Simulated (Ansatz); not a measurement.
**NaMn, from a guessed structure to a relaxed one**

Starting from a made-up structure for NaMn, the aim is the relaxed cell, its shortest contacts and, where a second run follows, its electronic structure.

Program: Ansatz 0.2.0. Level of theory: DFT, PBE, plane-wave PAW, files of the set soft_1, scalar-relativistic, ferromagnetic start, cell and ions relaxed at zero pressure; PAW set soft_1, in the first sound run; inputs show where later runs differ. Results are calculated unless marked as measured.

### Step 1. The starting structure

Symmetry: Pm-3m, No. 221, cubic system. Conventional cell: a = 3.456 Å, b = 3.456 Å, c = 3.456 Å, α = 90.00°, β = 90.00°, γ = 90.00°. Mn has 8 Na at 2.99 Å nearest. Na has 8 Mn at 2.99 Å nearest. Farther neighbours are not listed.

As a file:

```cif
data_structure
_symmetry_space_group_name_H-M 'Pm-3m'
_symmetry_Int_Tables_number 221
_cell_length_a 3.4560
_cell_length_b 3.4560
_cell_length_c 3.4560
_cell_angle_alpha 90.000
_cell_angle_beta 90.000
_cell_angle_gamma 90.000
_cell_volume 41.28
loop_
_atom_site_label
_atom_site_type_symbol
_atom_site_symmetry_multiplicity
_atom_site_Wyckoff_symbol
_atom_site_fract_x
_atom_site_fract_y
_atom_site_fract_z
_atom_site_occupancy
Mn1 Mn 1 b 0.50000 0.50000 0.50000 1
Na1 Na 1 a 0.00000 0.00000 0.00000 1
```

### Step 2. Relaxation of the guess

The guessed cell has no reason to be at equilibrium. It is relaxed with the atoms, within the space group of the guess.

input.yaml

```yaml
crystal:
  lattice:
    - [3.456, 0.0, 0.0]
    - [0.0, 3.456, 0.0]
    - [0.0, 0.0, 3.456]
  atoms:
    - { symbol: Mn, position: [0.5, 0.5, 0.5], spin: 4.0 }
    - { symbol: Na, position: [0.0, 0.0, 0.0] }
magnetization:
  spin_polarized: true
kpoints:
  mp_grid: { grid: [8, 8, 8] }
scf:
  occupations: { method: fermi_dirac, width: 0.05 }
hamiltonian:
  xc: pbe
  pseudopotentials: { kind: paw, azcp: { folder: soft_1 } }
relax:
  f_tol: 0.015
  max_steps: 70
  cell: {}
output:
  forces: true
  stress: true
```

The run is started by

```
ansatz run input.yaml --threads 4 --pin off --max-ram 8192MiB --backend cpu --events-out ev --progress --plain --runs-dir out
```

Numbers of over 12 decimals in the logs are rounded to 6 here.

What it wrote:

```text
Engine: ansatz 0.2.0, aarch64-unknown-linux-gnu
Pseudopotentials: kind: paw
Pseudopotential: Mn, paw, valence charge 15, recommended cutoff 420 eV (normal), soft_1/Mn.paw.azcp
Pseudopotential: Na, paw, valence charge 9, recommended cutoff 420 eV (normal), soft_1/Na.paw.azcp
Functional definition: PBE
  parameter kappa = 0.804
  parameter beta = 0.066725
  exchange = pbe_x(kappa = kappa, mu = beta*pi^2/3)
  correlation = pbe_c(beta = beta)
Crystal: 2 atoms, lattice volume = 41.278 Å³
Basis set: ecut = 420 eV, 799 PW (Γ), exchange–correlation on 48×48×48 points (8 copies of the dense FFT grid, shifted against one another)
Bands: 18, of which v1, the nominal top of the filled ones, is band 12 counted from 1 (11 counted from 0)
Symmetry: 48 space group operations
Space group: Pm-3m (ITA 221), of the structure as read, at distance tolerance 3.5e-5 Å
Magnetic group: BNS 221.92 (UNI 1594), of the structure as read, at distance tolerance 3.5e-5 Å
k-points: 35 of 512
Non-local potential: Mn, projectors of the file, l = 0: 3, l = 1: 2, l = 2: 3, l = 3: 1
Non-local potential: Na, projectors of the file, l = 0: 3, l = 1: 2, l = 2: 1
PAW form: soft (Blöchl's): semilocal exchange-correlation on the pseudo side does not see the compensation charge
PAW one-centre angular grid: Mn, 590 points (default); XC on 64 Gauss nodes
PAW one-centre angular grid: Na, 110 points (default); XC on 64 Gauss nodes
Initial density: superposition of atomic densities (chi_scale 0.1, normalization cell)
Starting moments: Σ|m| = 4 μB on 1 of 2 sites
Initial wavefunctions: pseudopotential atomic-orbital guess
Functional: x = pbe(κ = 0.804, μ = 0.219515), c = pbe(β = 0.066725)
iter 1 solved again at ethr=1.06e-3 eV; its pass at ethr=3.10e-3 eV (dr2=2.55e-1 eV) is discarded
SCF iter   1: F=—  HF=-5382.813856 eV  |F-HF|=—  |Δ(HF+E_count)|=         —  Δρ=3.08e-2 (↑3.08e-2 ↓7.53e-3)  dr2=2.53e-1  dr2_m=1.17e-1  M=4.176 μB ∫|m|=4.252 μB  β_m=0.30  ethr=1.06e-3  ⟨swp⟩=1.0  Hψ=7245  notcnv=0
Mixer restart at iter 1: flushing history
preconditioner: auto → none  [metal: Δε(μ)=0.022 eV  Ē_g=6.083 eV  σ=0.050 eV  W_gap=0.11  n_scr=6 (ndim 8)  ℏωp=16.3 eV  f_vac=0.000  D(μ)=2.46/eV (n_scr^D=26)  sad-step TF]
SCF iter   2: F=—  HF=-5383.096976 eV  |F-HF|=—  |Δ(HF+E_count)|=         —  Δρ=2.30e-2 (↑2.30e-2 ↓9.15e-3)  dr2=1.03e-1  dr2_m=9.17e-2  M=4.231 μB ∫|m|=4.326 μB  β_m=0.30  ethr=1.05e-3  ⟨swp⟩=2.0  Hψ=1808  notcnv=0
Mixer restart at iter 2: flushing history
SCF iter   3: F=—  HF=-5383.187701 eV  |F-HF|=—  |Δ(HF+E_count)|=   9.07e-2  Δρ=1.13e-2 (↑1.13e-2 ↓8.25e-3)  dr2=1.33e-2  dr2_m=3.41e-2  M=4.223 μB ∫|m|=4.328 μB  β_m=0.45  ethr=4.28e-4  ⟨swp⟩=2.3  Hψ=2100  notcnv=0  defer=2
SCF iter   4: F=—  HF=-5383.245507 eV  |F-HF|=—  |Δ(HF+E_count)|=   5.78e-2  Δρ=7.92e-3 (↑7.92e-3 ↓2.37e-3)  dr2=3.50e-2  dr2_m=3.86e-3  M=4.175 μB ∫|m|=4.311 μB  β_m=0.40  ethr=5.56e-5  ⟨swp⟩=2.1  Hψ=2119  notcnv=0  defer=4
SCF iter   5: F=—  HF=-5383.266891 eV  |F-HF|=—  |Δ(HF+E_count)|=   2.14e-2  Δρ=1.54e-3 (↑5.91e-4 ↓1.54e-3)  dr2=9.85e-4  dr2_m=2.44e-4  M=4.165 μB ∫|m|=4.311 μB  β_m=0.70  ethr=5.56e-5  ⟨swp⟩=2.1  Hψ=2234  notcnv=0  defer=4
SCF iter   6: F=—  HF=-5383.271055 eV  |F-HF|=—  |Δ(HF+E_count)|=   4.16e-3  Δρ=8.23e-4 (↑3.43e-4 ↓8.23e-4)  dr2=3.94e-4  dr2_m=4.30e-5  M=4.147 μB ∫|m|=4.306 μB  β_m=0.76  ethr=4.11e-6  ⟨swp⟩=2.0  Hψ=2052  notcnv=0  defer=7
SCF iter   7: F=—  HF=-5383.271398 eV  |F-HF|=—  |Δ(HF+E_count)|=   3.44e-4  Δρ=9.41e-5 (↑5.33e-5 ↓9.41e-5)  dr2=1.34e-6  dr2_m=1.42e-6  M=4.141 μB ∫|m|=4.304 μB  β_m=0.88  ethr=1.64e-6  ⟨swp⟩=3.0  Hψ=2184  notcnv=0  defer=8
SCF iter   8: F=—  HF=-5383.271396 eV  |F-HF|=—  |Δ(HF+E_count)|=   2.63e-6  Δρ=3.54e-5 (↑1.75e-5 ↓3.54e-5)  dr2=4.26e-7  dr2_m=1.10e-7  M=4.140 μB ∫|m|=4.303 μB  β_m=0.94  ethr=5.57e-9  ⟨swp⟩=2.0  Hψ=2131  notcnv=0  defer=8
SCF iter   9: F=—  HF=-5383.271396 eV  |F-HF|=—  |Δ(HF+E_count)|=   4.91e-7  Δρ=6.93e-6 (↑2.44e-6 ↓6.93e-6)  dr2=1.28e-8  dr2_m=4.99e-9  M=4.140 μB ∫|m|=4.303 μB  β_m=0.97  ethr=1.77e-9  ⟨swp⟩=2.0  Hψ=2046  notcnv=0  defer=8
SCF iter  10: F=-5383.271396 eV  HF=-5383.271396 eV  |F-HF|=2.45e-10  |Δ(HF+E_count)|=   3.54e-8  Δρ=9.62e-7 (↑9.62e-7 ↓8.51e-7)  dr2=1.01e-9  dr2_m=9.28e-11  M=4.140 μB ∫|m|=4.303 μB  ethr=5.33e-11  ⟨swp⟩=1.9  Hψ=3790  notcnv=0
SCF 1 converged in 10 iterations: F = -5383.271396 eV  dr2 = 1.01e-9
  greatest PAW one-centre occupation: 1.000 electrons in one spin orbital (limit 2), on the Mn atom at site 0 (counted from 0), in its partial waves of l = 0
relax step   1: F+E_penalty+E_count = -5383.27139633 eV  Δ(F+E_penalty+E_count) = +0.000e0 eV  max|allowed force component| = 5.744e-29 eV/Å  Δτ_max = 0.0000 Å  P = +3.284 GPa  Ω = 41.278 Å³  (10 SCF iters, dr2 threshold 1.00e-7 eV, accepted)
Crystal: 2 atoms, lattice volume = 44.320 Å³
Basis set: ecut = 420 eV, 847 PW (Γ), exchange–correlation on 48×48×48 points (8 copies of the dense FFT grid, shifted against one another)
Initial density: handed on by an earlier stage of this run
Starting moments: Σ|m| = 4 μB on 1 of 2 sites; this step starts from the density that it was given
Initial wavefunctions: those handed on with the density
iter 1 solved again at ethr=1.80e-5 eV; its pass at ethr=3.10e-3 eV (dr2=4.31e-3 eV) is discarded
SCF iter   1: F=—  HF=-5383.310882 eV  |F-HF|=—  |Δ(HF+E_count)|=         —  Δρ=4.04e-3 (↑2.43e-3 ↓4.04e-3)  dr2=4.28e-3  dr2_m=4.02e-3  M=4.194 μB ∫|m|=4.388 μB  β_m=0.30  ethr=1.80e-5  ⟨swp⟩=1.5  Hψ=7243  notcnv=0
preconditioner: auto → none  [metal: Δε(μ)=0.014 eV  Ē_g=6.192 eV  σ=0.050 eV  W_gap=0.07  n_scr=6 (ndim 8)  ℏωp=15.8 eV  f_vac=0.000  D(μ)=2.40/eV (n_scr^D=26)]
SCF iter   2: F=—  HF=-5383.311463 eV  |F-HF|=—  |Δ(HF+E_count)|=   5.81e-4  Δρ=2.90e-3 (↑2.90e-3 ↓2.19e-3)  dr2=6.41e-4  dr2_m=2.52e-3  M=4.191 μB ∫|m|=4.384 μB  β_m=0.47  ethr=1.78e-5  ⟨swp⟩=2.0  Hψ=1848  notcnv=0
SCF iter   3: F=—  HF=-5383.311367 eV  |F-HF|=—  |Δ(HF+E_count)|=   9.60e-5  Δρ=1.68e-3 (↑5.92e-4 ↓1.68e-3)  dr2=8.33e-4  dr2_m=4.78e-4  M=4.195 μB ∫|m|=4.385 μB  β_m=0.52  ethr=2.67e-6  ⟨swp⟩=2.0  Hψ=2268  notcnv=0
SCF iter   4: F=—  HF=-5383.311625 eV  |F-HF|=—  |Δ(HF+E_count)|=   2.57e-4  Δρ=2.30e-4 (↑1.18e-4 ↓2.30e-4)  dr2=4.45e-6  dr2_m=1.03e-5  M=4.196 μB ∫|m|=4.383 μB  β_m=0.61  ethr=2.67e-6  ⟨swp⟩=2.0  Hψ=1552  notcnv=0
SCF iter   5: F=—  HF=-5383.311645 eV  |F-HF|=—  |Δ(HF+E_count)|=   2.06e-5  Δρ=1.21e-4 (↑2.89e-5 ↓1.21e-4)  dr2=2.81e-6  dr2_m=1.69e-6  M=4.198 μB ∫|m|=4.384 μB  β_m=0.81  ethr=1.86e-8  ⟨swp⟩=2.0  Hψ=2146  notcnv=0
[...]
SCF iter   3: F=—  HF=-5383.318943 eV  |F-HF|=—  |Δ(HF+E_count)|=   1.83e-4  Δρ=5.01e-4 (↑5.01e-4 ↓3.92e-4)  dr2=2.72e-4  dr2_m=4.15e-6  M=4.235 μB ∫|m|=4.430 μB  β_m=0.52  ethr=2.34e-7  ⟨swp⟩=2.0  Hψ=2271  notcnv=0
SCF iter   4: F=—  HF=-5383.318972 eV  |F-HF|=—  |Δ(HF+E_count)|=   2.91e-5  Δρ=1.75e-4 (↑1.05e-4 ↓1.75e-4)  dr2=3.02e-6  dr2_m=7.10e-6  M=4.237 μB ∫|m|=4.432 μB  β_m=0.73  ethr=2.34e-7  ⟨swp⟩=2.1  Hψ=2147  notcnv=0
SCF iter   5: F=—  HF=-5383.319026 eV  |F-HF|=—  |Δ(HF+E_count)|=   5.34e-5  Δρ=1.16e-4 (↑4.71e-5 ↓1.16e-4)  dr2=7.74e-6  dr2_m=1.32e-6  M=4.241 μB ∫|m|=4.434 μB  β_m=0.86  ethr=1.26e-8  ⟨swp⟩=2.0  Hψ=2075  notcnv=0
SCF iter   6: F=—  HF=-5383.319052 eV  |F-HF|=—  |Δ(HF+E_count)|=   2.64e-5  Δρ=2.06e-5 (↑2.06e-5 ↓2.05e-5)  dr2=2.90e-7  dr2_m=7.63e-8  M=4.246 μB ∫|m|=4.437 μB  β_m=0.88  ethr=1.26e-8  ⟨swp⟩=2.2  Hψ=2168  notcnv=0
SCF iter   7: F=—  HF=-5383.319052 eV  |F-HF|=—  |Δ(HF+E_count)|=   2.29e-7  Δρ=5.46e-6 (↑3.03e-6 ↓5.46e-6)  dr2=3.27e-9  dr2_m=6.07e-9  M=4.246 μB ∫|m|=4.437 μB  β_m=0.94  ethr=1.21e-9  ⟨swp⟩=2.0  Hψ=2119  notcnv=0
SCF iter   8: F=-5383.319052 eV  HF=-5383.319052 eV  |F-HF|=2.22e-9  |Δ(HF+E_count)|=   5.14e-8  Δρ=2.22e-6 (↑2.65e-7 ↓2.22e-6)  dr2=3.02e-9  dr2_m=5.02e-10  M=4.246 μB ∫|m|=4.437 μB  ethr=1.36e-11  ⟨swp⟩=1.5  Hψ=3881  notcnv=0
SCF 3 converged in 8 iterations: F = -5383.319052 eV  dr2 = 3.02e-9
relax step   3: F+E_penalty+E_count = -5383.31905226 eV  Δ(F+E_penalty+E_count) = -7.399e-3 eV  max|allowed force component| = 9.425e-30 eV/Å  Δτ_max = 0.0000 Å  P = +0.201 GPa  Ω = 46.211 Å³  energy of the carried Pulay correction = -1.306e-3 eV  (8 SCF iters, dr2 threshold 2.00e-7 eV, accepted)
[...]
relax step   4: F+E_penalty+E_count = -5383.31922766 eV  Δ(F+E_penalty+E_count) = -1.754e-4 eV  max|allowed force component| = 1.057e-29 eV/Å  Δτ_max = 0.0000 Å  P = +0.007 GPa  Ω = 46.653 Å³  energy of the carried Pulay correction = -1.416e-3 eV  (7 SCF iters, dr2 threshold 1.01e-7 eV, accepted)
Basis set: ecut = 420 eV, 925 PW (Γ), exchange–correlation on 50×50×50 points (8 copies of the dense FFT grid, shifted against one another)
Initial wavefunctions: pseudopotential atomic-orbital guess (no wavefunctions were taken with the density)
iter 1 solved again at ethr=8.80e-9 eV; its pass at ethr=3.10e-3 eV (dr2=2.11e-6 eV) is discarded
SCF iter   1: F=—  HF=-5383.320628 eV  |F-HF|=—  |Δ(HF+E_count)|=         —  Δρ=1.41e-4 (↑1.41e-4 ↓1.28e-4)  dr2=2.40e-6  dr2_m=5.53e-7  M=4.260 μB ∫|m|=4.450 μB  β_m=0.65  ethr=8.80e-9  ⟨swp⟩=4.2  Hψ=9610  notcnv=0
preconditioner: auto → none  [metal: Δε(μ)=0.014 eV  Ē_g=6.063 eV  σ=0.050 eV  W_gap=0.07  n_scr=0 (ndim 8)  ℏωp=15.4 eV  f_vac=0.000  D(μ)=2.56/eV (n_scr^D=26)]
SCF iter   2: F=—  HF=-5383.320815 eV  |F-HF|=—  |Δ(HF+E_count)|=   1.87e-4  Δρ=5.20e-5 (↑5.20e-5 ↓4.21e-5)  dr2=2.33e-7  dr2_m=1.82e-7  M=4.260 μB ∫|m|=4.450 μB  β_m=0.63  ethr=8.80e-9  ⟨swp⟩=2.1  Hψ=1700  notcnv=0
SCF iter   3: F=—  HF=-5383.320841 eV  |F-HF|=—  |Δ(HF+E_count)|=   2.59e-5  Δρ=3.08e-5 (↑3.08e-5 ↓1.07e-5)  dr2=4.93e-7  dr2_m=5.06e-8  M=4.260 μB ∫|m|=4.450 μB  β_m=0.50  ethr=9.70e-10  ⟨swp⟩=2.0  Hψ=2148  notcnv=0
SCF iter   4: F=—  HF=-5383.320841 eV  |F-HF|=—  |Δ(HF+E_count)|=   1.44e-7  Δρ=1.52e-6 (↑1.52e-6 ↓1.40e-6)  dr2=4.22e-10  dr2_m=7.20e-10  M=4.260 μB ∫|m|=4.450 μB  β_m=0.62  ethr=9.70e-10  ⟨swp⟩=2.0  Hψ=2135  notcnv=0
SCF iter   5: F=—  HF=-5383.320838 eV  |F-HF|=—  |Δ(HF+E_count)|=   3.29e-6  Δρ=1.23e-6 (↑5.72e-7 ↓1.23e-6)  dr2=7.47e-10  dr2_m=2.55e-10  M=4.260 μB ∫|m|=4.450 μB  β_m=0.81  ethr=1.76e-12  ⟨swp⟩=2.5  Hψ=2215  notcnv=0
SCF iter   6: F=—  HF=-5383.320838 eV  |F-HF|=—  |Δ(HF+E_count)|=   2.63e-9  Δρ=7.32e-7 (↑7.32e-7 ↓6.12e-7)  dr2=2.25e-11  dr2_m=1.83e-10  M=4.260 μB ∫|m|=4.450 μB  β_m=0.90  ethr=1.76e-12  ⟨swp⟩=2.0  Hψ=2081  notcnv=0
SCF iter   7: F=—  HF=-5383.320838 eV  |F-HF|=—  |Δ(HF+E_count)|=  3.33e-10  Δρ=4.39e-7 (↑2.11e-7 ↓4.39e-7)  dr2=7.58e-11  dr2_m=4.04e-11  M=4.260 μB ∫|m|=4.450 μB  β_m=0.88  ethr=1.00e-12  ⟨swp⟩=2.2  Hψ=1741  notcnv=0
SCF iter   8: F=—  HF=-5383.320838 eV  |F-HF|=—  |Δ(HF+E_count)|=  2.23e-10  Δρ=2.31e-7 (↑3.15e-8 ↓2.31e-7)  dr2=3.32e-11  dr2_m=6.10e-12  M=4.260 μB ∫|m|=4.450 μB  β_m=0.94  ethr=1.00e-12  ⟨swp⟩=1.9  Hψ=1506  notcnv=0
SCF iter   9: F=—  HF=-5383.320838 eV  |F-HF|=—  |Δ(HF+E_count)|=  7.37e-11  Δρ=5.78e-8 (↑1.56e-8 ↓5.78e-8)  dr2=2.12e-12  dr2_m=3.86e-13  M=4.260 μB ∫|m|=4.450 μB  β_m=0.97  ethr=1.00e-12  ⟨swp⟩=1.6  Hψ=1477  notcnv=0
SCF iter  10: F=-5383.320838 eV  HF=-5383.320838 eV  |F-HF|=3.64e-12  |Δ(HF+E_count)|=  6.37e-12  Δρ=4.92e-8 (↑1.14e-8 ↓4.92e-8)  dr2=1.62e-12  dr2_m=2.19e-13  M=4.260 μB ∫|m|=4.450 μB  ethr=1.00e-12  ⟨swp⟩=4.0  Hψ=4751  notcnv=0
SCF 5 converged in 10 iterations: F = -5383.320838 eV  dr2 = 1.62e-12
relax step   5: F+E_penalty+E_count = -5383.32083784 eV  Δ(F+E_penalty+E_count) = -1.610e-3 eV  max|allowed force component| = 1.057e-29 eV/Å  Δτ_max = 0.0000 Å  P = +0.033 GPa  Ω = 46.653 Å³  stress off target by 3.33e-2 GPa  SCF on the basis re-selected at this cell (its energy is not comparable with the rows above)  (10 SCF iters)
basis re-selected at this cell: Δ(F+E_penalty+E_count) = -1.610e-3 eV, ΔP = +0.026 GPa vs the last step (what re-selecting the basis moved, of the pressure what is left beyond the Pulay correction that the steps carried, after the strain that the cell walked since its last selection, with what the two solves' SCF thresholds leave and, on support functions, any second-order correction that the steps lacked; it is no measure of the basis error at this ecutwfc). The dense FFT grid was sized anew with the basis: this SCF ran on 25×25×25 points, the steps before it on 24×24×24, so part of this shift can come from that change (see relax.cell in the input reference). [rest of the remark cut]
SCF converged after 10 iterations
Magnetization: 4.2599 μB (14.1300 up, 9.8700 down)
Absolute magnetization: 4.4505 μB (∫|ρ↑−ρ↓|, with the PAW one-centre terms)
Spin contamination: 0.1567 ħ² per cell (⟨S²⟩ above its minimum at these occupations)
Per-site moments (μB) at R_I (Å): [(4.241743, 1.286018), (-0.049181, 1.286018)]
Free energy (F): -5383.320838 eV
Harris-Foulkes:  -5383.320838 eV  (|F-HF|=3.64e-12)
Internal energy: -5383.300138 eV  (E = F + TS)
E sigma→0 (E₀):  -5383.310488 eV
Entropy (-TS):   -0.020700 eV (-10.350 meV/atom)
Fermi energy:    6.034256 eV
--- Per-component energies (eV) ---
  E_band       = -569.607621
  E_kinetic    = 424.459180
  E_local      = -4130.858334  (includes V_loc(G=0)·N_el)
  E_nonlocal   = 746.091964
  E_hartree    = 1513.670615
  E_xc         = -141.835461
  E_vxc        = -181.252060  (∫ρ·V_xc dr)
  E_paw        = -1625.360348  (= ΣΔE_a)
  E_vpaw       = -455.389663  (= ΣTr[D̂ρ^β])
  E_aug_tail   = 0.000141  (compensation charges beyond the density's cutoff)
  E_ewald      = -2169.467896
  E_smearing   = -0.020700  (= −TS)
  E_closure    = 0.000000  (closes the sum)
  Σ components = -5383.320838   (vs F -5383.320838, Δ=0.00e0)
--- Forces (eV/Å), atoms counted from 1 ---
  atom   1  Mn     0.00000000     0.00000000     0.00000000
  atom   2  Na    -0.00000000    -0.00000000    -0.00000000
  max |Σ_I F_I| component: 2.09e-29 eV/Å
--- Stress (GPa, compression-positive) ---
        0.033328      -0.000000      -0.000000
       -0.000000       0.033328       0.000000
       -0.000000       0.000000       0.033328
  P = ⅓ Tr σ = 0.0333 GPa (0.333 kbar)
--- Relaxed structure (4 steps of the walk, 4 accepted, 1 SCFs on fresh bases) ---
  F+E_penalty+E_count = -5383.32083784 eV   max|allowed force component| = 1.057e-29 eV/Å   (the final SCF, on the basis selected at the relaxed cell)
  cell:  # Å, volume = 46.6528 Å³
    - [3.599917, 0, 0]
    - [0, 3.599917, 0.0]
    - [0, 0.0, 3.599917]
  atoms:
    - { symbol: Mn, position: [0.5, 0.5, 0.5] }
    - { symbol: Na, position: [0, 0, 0] }
```

Elapsed: 5.3 s, on 4 threads of Arm Neoverse V1, shared host; peak memory 0.34 GiB; 17 s of CPU time.

The steps of the relaxation:

```tsv
step	energy less that of the first step (eV)	largest force component (eV/Å)	pressure (GPa)	volume (Å³)
1	0.0000	0.0000	3.28	41.28
2	-0.0403	0.0000	1.17	44.32
3	-0.0477	0.0000	0.20	46.21
4	-0.0478	0.0000	0.01	46.65
5*	-0.0494	0.0000	0.03	46.65
```

Relaxation steps marked * repeat the geometry before them on a plane-wave basis chosen anew for their cell, so energy and pressure can jump there.

Forces are held to the 48 operations that the run works with; a distortion that breaks them can't arise in this run.

```tsv
conventional cell, symmetrised	before	after	change
a (Å)	3.456	3.600	+4.2 %
b (Å)	3.456	3.600	+4.2 %
c (Å)	3.456	3.600	+4.2 %
volume (Å³/atom)	20.64	23.33	+13.0 %
```

The relaxed structure:

```xyz
2
Lattice="3.5999 0.0000 0.0000 0.0000 3.5999 0.0000 0.0000 0.0000 3.5999" Properties=species:S:1:pos:R:3 pbc="T T T"
Mn    1.8000    1.8000    1.8000
Na    0.0000    0.0000    0.0000
```

Numbers from this step:

```yaml
free_energy: -5383.3208 eV
energy_at_zero_smearing: -5383.3105 eV
smearing_term_ts: 0.02070 eV
fermi_energy: 6.034 eV
magnetization: 4.260 μB
absolute_magnetization: 4.450 μB
site_moments: 4.242, -0.04918 μB
electrons: 24
symmetry_operations: 48
pressure: 0.03333 GPa
```

Site moment by atom:

```tsv
atom	site moment (μB)
Mn1	4.24
Na2	-0.05
```

Shortest distances by pair of elements, guess and relaxed (not always the same contact):

```tsv
pair	guess (Å)	relaxed (Å)
Mn–Na	2.993	3.118
Mn–Mn	3.456	3.600
Na–Na	3.456	3.600
```

The relaxation ends with a pressure of 0.03 GPa.

(Part 1 of 2 ends here.)

[Logs are printed without paths, hosts, clocks, repeated set-up lines and the standing remarks that a program may print on its own settings, such as how far it seeks lower states.]

[Hosts, paths, dates, database ids (printed as entryN), source tags and the programs' standing remarks are cut or masked in the printed files.]
